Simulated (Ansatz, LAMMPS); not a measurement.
## Amorphous polyacrylonitrile (as short chains C14N4H18), from a frame at 540 K (108 atoms): geometry optimisation

Wanted: the relaxed structure of amorphous polyacrylonitrile (as short chains C14N4H18), from a frame at 540 K (108 atoms) and its electronic structure.

Calculated with Ansatz 0.2.0; Kohn-Sham DFT, PBE+D4, PAW (set soft_2), plane waves.

## 1. Set-up

The cell holds 108 atoms: 42 C, 12 N and 54 H. Cell: a = 10.877 Å, b = 10.877 Å, c = 10.877 Å, α = 90.0°, β = 90.0°, γ = 90.0°. 3 polyacrylonitrile chains of 4 units with methyl end groups placed at random, at 0.938 g/cm³; overlaps pushed apart, then 20 ps at 800 K with MMFF94 bonds, angles, torsions, charges and radii (Halgren, J. Comput. Chem. 17, 490 (1996)) in harmonic and 12-6 forms. Snapshot after 30 ps at 540 K and fixed volume.

Limits known from the start: The network of contacts between molecules at the start is that of the classical potential that made the cell. The density was typed from a rule of thumb and may lie off the real one at this temperature. Only the Γ point is sampled, in a cell whose shortest periodic width is 11 Å.

## 2. Single point at the start

The forces at the start show how far the geometry lies from a minimum of this functional.

input.yaml

```yaml
crystal:
  lattice:
    - [10.87734, 0.0, 0.0]
    - [0.0, 10.87734, 0.0]
    - [0.0, 0.0, 10.87734]
  atoms:
    - { symbol: C, position: [0.72823, 0.31198, 0.21239] }
    - { symbol: C, position: [0.7727, 0.17889, 0.18169] }
    - { symbol: C, position: [0.79094, 0.16882, 0.03988] }
    - { symbol: C, position: [0.85469, 0.04903, 0.01545] }
    [... 98 atom lines left out ...]
    - { symbol: H, position: [0.08195, 0.56392, 0.86677] }
    - { symbol: H, position: [0.00775, 0.44314, 0.7821] }
    - { symbol: H, position: [0.12639, 0.47514, 0.59636] }
    - { symbol: H, position: [0.34383, 0.46289, 0.67644] }
    - { symbol: H, position: [0.28423, 0.52806, 0.81894] }
    - { symbol: H, position: [0.23538, 0.38073, 0.78914] }
kpoints:
  mp_grid: { grid: [1, 1, 1] }
hamiltonian:
  xc: pbe
  dispersion: d4
scf:
  occupations: { method: fermi_dirac, width: 0.05 }
output:
  forces: true
  stress: true
  populations: true
  dos:
    method: { smearing: { sigma: 0.1 } }
    de: 0.1
    projected: { site_lists: { C: [C], H: [H], "N": ["N"] } }
  eigenvalues: true
```

Launch:

```bash
> ansatz run input.yaml --threads 4 --pin off --max-ram 8192MiB --backend cpu --events-out ev --progress --plain --runs-dir out
```

Wall time 11 s (4 threads of Arm Neoverse V2, shared host); peak memory 1.3 GiB; 44 s of CPU time.

Numbers from this run:

- free energy: -16003.8873 eV
- free energy per atom: -148.1841 eV/atom
- SCF cycles: 10
- pressure: 1.743 GPa
- r.m.s. force component: 1.107 eV/Å
- longest force: 5.373 eV/Å
- Fermi energy: 0.3159 eV
- gap (highest filled to lowest empty level): 5.788 eV
- spilling of the projection: 0.01295

The r.m.s. force component of 1.1 eV/Å and the pressure of 1.7 GPa set the starting point.

Neighbours are counted within 1.34 Å (H-C), 1.85 Å (C-C), 1.62 Å (C-N).

Length of the force by element and coordination:

| element | coordination | atoms | mean length of the force (eV/Å) | spread | least | most |
| --- | --- | --- | --- | --- | --- | --- |
| C | all | 42 | 2.05 | 0.870 | 0.569 | 4.32 |
| C | 2 | 12 | 2.03 | 0.963 | 0.701 | 4.32 |
| C | 4 | 30 | 2.06 | 0.829 | 0.569 | 3.73 |
| H | all | 54 | 1.30 | 0.917 | 0.144 | 5.11 |
| N | all | 12 | 1.68 | 1.24 | 0.274 | 5.37 |

## 3. Relaxation

With the cell held, the atoms are moved downhill towards a nearby minimum.

input.yaml, the sections that differ from step 2:

```yaml
output:
  forces: true
relax:
  f_tol: 0.03
  max_steps: 200
# crystal, kpoints, hamiltonian, scf: as in step 2
```

Elapsed: 5.3 min, on 4 threads; peak memory 1.2 GiB; 20 min of CPU time.

Relaxation path (22 of 50):

| step | energy less that of the first step (eV) | largest force component (eV/Å) |
| --- | --- | --- |
| 1 | 0.0000 | 4.8745 |
| 3 | -6.3221 | 0.7616 |
| 6 | -6.7770 | 0.3472 |
| 8 | -6.8748 | 0.5948 |
| 10 | -6.9436 | 0.0591 |
| 13 | -6.9526 | 0.0774 |
| 15 | -6.9620 | 0.2259 |
| 17 | -6.9738 | 0.1279 |
| 20 | -6.9932 | 0.1860 |
| 22 | -7.0128 | 0.3905 |
| 24 | -7.0320 | 0.4123 |
| 27 | -7.0889 | 0.2856 |
| 29 | -7.1322 | 0.2547 |
| 31 | -7.1644 | 0.1573 |
| 34 | -7.1833 | 0.0610 |
| 36 | -7.1886 | 0.0323 |
| 38 | -7.1924 | 0.0829 |
| 41 | -7.2008 | 0.1325 |
| 43 | -7.2118 | 0.2305 |
| 45 | -7.2352 | 0.2144 |
| 48 | -7.2483 | 0.0193 |
| 50 | -7.2504 | 0.0221 |

The atoms that moved most (Å):

| atom | dx | dy | dz | length |
| --- | --- | --- | --- | --- |
| H57 | -3.539 | -0.060 | -0.858 | 3.642 |
| H59 | -1.834 | 0.528 | -2.919 | 3.487 |
| H56 | -3.375 | -0.284 | 0.097 | 3.388 |
| H60 | 1.169 | 0.661 | -2.543 | 2.876 |
| C37 | -2.565 | -0.007 | -0.398 | 2.596 |
| H58 | -0.811 | 0.451 | -2.296 | 2.476 |
| C38 | -1.269 | 0.345 | -1.808 | 2.236 |
| H55 | -1.952 | 0.164 | 0.856 | 2.137 |

The relaxation changed the energy by -67.1 meV/atom, and atoms moved by 1.3 Å r.m.s., 3.6 Å at most.

## 4. Structure statistics after relaxation

Bonds before and after, by the cutoffs listed below:

| pair | bonds before | bonds after | mean before (Å) | mean after (Å) | spread before (Å) | spread after (Å) |
| --- | --- | --- | --- | --- | --- | --- |
| H-C | 54 | 54 | 1.091 | 1.099 | 0.040 | 0.003 |
| C-C | 39 | 39 | 1.514 | 1.518 | 0.046 | 0.038 |
| C-N | 12 | 12 | 1.162 | 1.163 | 0.017 | 0.001 |

Density 0.938 g/cm³, 11.92 Å³ an atom.

Pair distribution functions g(r), in bins of 0.2 Å:

| r (Å) | total | H-H | H-C | H-N | C-C | C-N | N-N |
| --- | --- | --- | --- | --- | --- | --- | --- |
| 1.00 | 3.12 | 0.00 | 8.00 | 0.00 | 0.00 | 0.00 | 0.00 |
| 1.20 | 1.67 | 0.00 | 2.32 | 0.00 | 0.00 | 8.85 | 0.00 |
| 1.40 | 0.48 | 0.00 | 0.00 | 0.00 | 3.20 | 0.00 | 0.00 |
| 1.60 | 1.01 | 0.00 | 0.00 | 0.00 | 6.70 | 0.00 | 0.00 |
| 1.80 | 0.83 | 3.35 | 0.00 | 0.00 | 0.00 | 0.00 | 0.00 |
| 2.00 | 0.25 | 0.00 | 0.64 | 0.00 | 0.00 | 0.00 | 0.00 |
| 2.20 | 1.83 | 0.55 | 4.32 | 0.15 | 0.00 | 0.00 | 0.00 |
| 2.40 | 1.00 | 2.08 | 0.07 | 1.08 | 2.21 | 0.00 | 0.00 |
| 2.60 | 1.43 | 2.03 | 0.90 | 0.82 | 2.19 | 1.77 | 0.00 |
| 2.80 | 1.23 | 0.72 | 2.45 | 0.82 | 0.00 | 0.00 | 0.00 |
| 3.00 | 1.00 | 1.59 | 0.68 | 1.66 | 1.02 | 0.00 | 0.00 |
| 3.20 | 0.58 | 0.65 | 0.39 | 1.60 | 0.52 | 0.09 | 0.00 |
| 3.40 | 1.04 | 0.55 | 0.95 | 1.95 | 0.36 | 2.92 | 0.59 |
| 3.60 | 0.91 | 0.78 | 0.80 | 2.00 | 0.05 | 1.89 | 1.05 |
| 3.80 | 0.85 | 1.31 | 0.50 | 0.66 | 0.63 | 1.83 | 0.00 |
| 4.00 | 0.82 | 0.74 | 0.76 | 0.74 | 0.92 | 1.21 | 1.33 |
| 4.20 | 0.90 | 0.46 | 1.22 | 1.08 | 0.39 | 1.44 | 1.20 |
| 4.40 | 0.87 | 0.96 | 0.54 | 1.38 | 1.14 | 0.95 | 1.09 |
| 4.60 | 0.85 | 0.91 | 0.73 | 0.89 | 0.91 | 1.02 | 1.69 |
| 4.80 | 0.93 | 0.81 | 0.95 | 0.89 | 1.07 | 0.79 | 1.85 |
| 5.00 | 1.10 | 1.16 | 1.17 | 1.03 | 0.90 | 1.10 | 1.12 |
| 5.20 | 0.97 | 0.99 | 1.05 | 0.99 | 0.71 | 1.13 | 0.00 |

Bonds by pair of elements; cutoffs follow the first minimum of g(r), held within bounds set by covalent radii, and pairs that aren't listed don't count as bonded:

| pair A-B | cutoff (Å) | bonds | mean length (Å) | spread (Å) | shortest (Å) | B about A | A about B |
| --- | --- | --- | --- | --- | --- | --- | --- |
| H-C | 1.34 | 54 | 1.10 | 0.003 | 1.09 | 1 | 1.29 |
| C-C | 1.85 | 39 | 1.52 | 0.038 | 1.46 | 1.86 | 1.86 |
| C-N | 1.62 | 12 | 1.16 | 0.001 | 1.16 | 0.286 | 1 |

How many atoms have how many bonded neighbours:

| element | mean | 1 | 2 | 4 |
| --- | --- | --- | --- | --- |
| C | 3.43 | 0 | 12 | 30 |
| H | 1 | 54 | 0 | 0 |
| N | 1 | 12 | 0 | 0 |

Bond angles, per cent of each kind in bins of 5°:

| angle (°) | C-C-H | C-C-C | H-C-H | C-C-N |
| --- | --- | --- | --- | --- |
| 100–105 | 1.0 | 0.0 | 0.0 | 0.0 |
| 105–110 | 77.5 | 18.8 | 100.0 | 0.0 |
| 110–115 | 21.6 | 72.9 | 0.0 | 0.0 |
| 115–120 | 0.0 | 8.3 | 0.0 | 0.0 |
| 120–125 | 0.0 | 0.0 | 0.0 | 0.0 |
| 125–130 | 0.0 | 0.0 | 0.0 | 0.0 |
| 130–135 | 0.0 | 0.0 | 0.0 | 0.0 |
| 135–140 | 0.0 | 0.0 | 0.0 | 0.0 |
| 140–145 | 0.0 | 0.0 | 0.0 | 0.0 |
| 145–150 | 0.0 | 0.0 | 0.0 | 0.0 |
| 150–155 | 0.0 | 0.0 | 0.0 | 0.0 |
| 155–160 | 0.0 | 0.0 | 0.0 | 0.0 |
| 160–165 | 0.0 | 0.0 | 0.0 | 0.0 |
| 165–170 | 0.0 | 0.0 | 0.0 | 0.0 |
| 170–175 | 0.0 | 0.0 | 0.0 | 0.0 |
| 175–180 | 0.0 | 0.0 | 0.0 | 100.0 |

Bond angles (no mean is given where the spread exceeds 20°):

| angle | count | mean (°) | spread (°) |
| --- | --- | --- | --- |
| C-C-H | 102 | 109 | 1.6 |
| C-C-C | 48 | 112 | 2.2 |
| H-C-H | 30 | 108 | 0.9 |
| C-C-N | 12 | 178 | 1.3 |

Bond length by coordination (bonds to H left out):

| element | coordination | atoms | mean bond length (Å) |
| --- | --- | --- | --- |
| C | 2 | 12 | 1.31 |
| C | 4 | 30 | 1.53 |

By these cutoffs 71 % of C atoms have 4, all H atoms have 1 and all N atoms have 1 bonded neighbour. The C-C-H angle averages 109° with a spread of 1.6°.

## 5. Single point at the relaxed geometry

One more single point at the end of the walk gives the fuller output and checks the residual forces.

input.yaml

```yaml
crystal:
  lattice:
    - [10.87734, 0.0, 0.0]
    - [0.0, 10.87734, 0.0]
    - [0.0, 0.0, 10.87734]
  atoms:
    - { symbol: C, position: [0.72007, 0.33906, 0.28983] }
    - { symbol: C, position: [0.75288, 0.20321, 0.28083] }
    - { symbol: C, position: [0.80333, 0.16616, 0.15302] }
    - { symbol: C, position: [0.84266, 0.03767, 0.15748] }
    [... 98 atom lines left out ...]
    - { symbol: H, position: [0.037, 0.50415, 0.81006] }
    - { symbol: H, position: [0.00087, 0.41242, 0.68177] }
    - { symbol: H, position: [0.12429, 0.54026, 0.54369] }
    - { symbol: H, position: [0.32991, 0.4921, 0.62527] }
    - { symbol: H, position: [0.27126, 0.47742, 0.77768] }
    - { symbol: H, position: [0.22675, 0.37098, 0.66226] }
kpoints:
  mp_grid: { grid: [1, 1, 1] }
hamiltonian:
  xc: pbe
  dispersion: d4
scf:
  occupations: { method: fermi_dirac, width: 0.05 }
output:
  forces: true
  stress: true
  populations: intrinsic
  dos:
    method: { smearing: { sigma: 0.15 } }
    de: 0.1
    projected: { site_lists: { C: [C], H: [H], "N": ["N"] } }
  eigenvalues: true
  write_density: true
  write_potential: true
  volumetric_format: npy
  elf: true
```

It took 12 s on 4 threads; peak memory 1.3 GiB; 47 s of CPU time.

The program notes that the exchange-correlation potential is rough where the density is thin.

The run gave:

```
free energy                                      : -16011.1377 eV
free energy per atom                             : -148.2513 eV/atom
SCF cycles                                       : 10
pressure                                         : -0.2095 GPa
r.m.s. force component                           : 0.00486 eV/Å
longest force                                    : 0.03055 eV/Å
Fermi energy                                     : 0.3692 eV
gap (highest filled to lowest empty level) : 6.301 eV
```

Intrinsic-atomic-orbital charges by element and coordination:

| element | coordination | atoms | mean charge (e) | spread | least | most |
| --- | --- | --- | --- | --- | --- | --- |
| C | all | 42 | -0.168 | 0.231 | -0.528 | 0.176 |
| C | 2 | 12 | 0.158 | 0.0075 | 0.149 | 0.176 |
| C | 4 | 30 | -0.299 | 0.122 | -0.528 | -0.176 |
| H | all | 54 | 0.192 | 0.0169 | 0.155 | 0.232 |
| N | all | 12 | -0.274 | 0.0063 | -0.283 | -0.262 |

Density of states as counts of states in windows of 1 eV (from the Fermi level), total and the larger projections:

| from (eV) | to (eV) | total | C p | N p | H s |
| --- | --- | --- | --- | --- | --- |
| -10 | -9 | 6.1 | 4.2 | 0.0 | 1.0 |
| -9 | -8 | 17.8 | 12.6 | 0.2 | 3.1 |
| -8 | -7 | 14.8 | 11.3 | 0.3 | 2.0 |
| -7 | -6 | 22.6 | 15.5 | 1.1 | 4.5 |
| -6 | -5 | 34.8 | 19.8 | 4.5 | 7.6 |
| -5 | -4 | 58.2 | 24.8 | 19.1 | 8.5 |
| -4 | -3 | 43.6 | 20.9 | 16.3 | 5.2 |
| -3 | -2 | 0.1 | 0.0 | 0.0 | 0.0 |
| -2 | 2 | 0.0 | 0.0 | 0.0 | 0.0 |
| 2 | 3 | 0.3 | 0.1 | 0.1 | 0.1 |
| 3 | 4 | 37.6 | 15.6 | 12.6 | 3.6 |
| 4 | 5 | 24.9 | 8.2 | 5.2 | 3.8 |

Between -19 and -10 eV lie 84 more states.

The levels nearest the highest filled one (over half full), pooled over k-points and spins:

| level less the highest filled one (eV) | occupation |
| --- | --- |
| -0.259 | 2 |
| -0.230 | 2 |
| -0.207 | 2 |
| -0.160 | 2 |
| -0.128 | 2 |
| 0 | 2 |
| 6.30 | 0 |
| 6.39 | 0 |
| 6.47 | 0 |
| 6.52 | 0 |
| 6.57 | 0 |
| 6.61 | 0 |

Mean intrinsic-atomic-orbital charges: C -0.17, H +0.19, N -0.27 e.

## 6. Results

* energy change in the relaxation: -67.13 meV/atom
* r.m.s. displacement: 1.279 Å
* largest displacement: 3.642 Å
* free energy per atom: -148.2513 eV/atom
* pressure: -0.2095 GPa
* r.m.s. force component: 0.00486 eV/Å
* gap (highest filled to lowest empty level): 6.301 eV
* wall time of the 4 DFT runs, those left out included: 5.9 min

What this shows: Relaxation lowers the energy by 67.1 meV/atom and moves atoms by 1.3 Å r.m.s.; the r.m.s. force component goes from 1.1 to 0.0049 eV/Å, the pressure goes from 1.7 to -0.21 GPa, and the gap from 5.79 to 6.30 eV. By the final cutoffs no bond was broken or made. From the first step to the last the energy fell by 7.250 eV, and the largest move was 3.64 Å (H57). The H-C bonds change most in mean length: from 1.091 Å (spread 0.040) to 1.099 Å (spread 0.003). By these cutoffs 71 % of C atoms have 4, all H atoms have 1 and all N atoms have 1 bonded neighbour. The highest filled and lowest empty levels differ by 6.30 eV (at Γ alone); a semilocal functional tends to put such gaps too low. In a disordered cell it changes from sample to sample, and tail or defect levels can set it.

Caveats: The network of contacts between molecules at the start is that of the classical potential that made the cell; in DFT atoms moved by 1.3 Å r.m.s.

[Logs are printed without paths, hosts, clocks, repeated set-up lines and the standing remarks that a program may print on its own settings, such as how far it seeks lower states.]

[Hosts, paths, dates, database ids (printed as entryN), source tags and the programs' standing remarks are cut or masked in the printed files.]

[The MMFF94 radii named for the starting cell were scaled by 0.96; in molecules described by MMFF94, hydrogen bound to N, O or S took a small fixed 12-6 site in their place.]
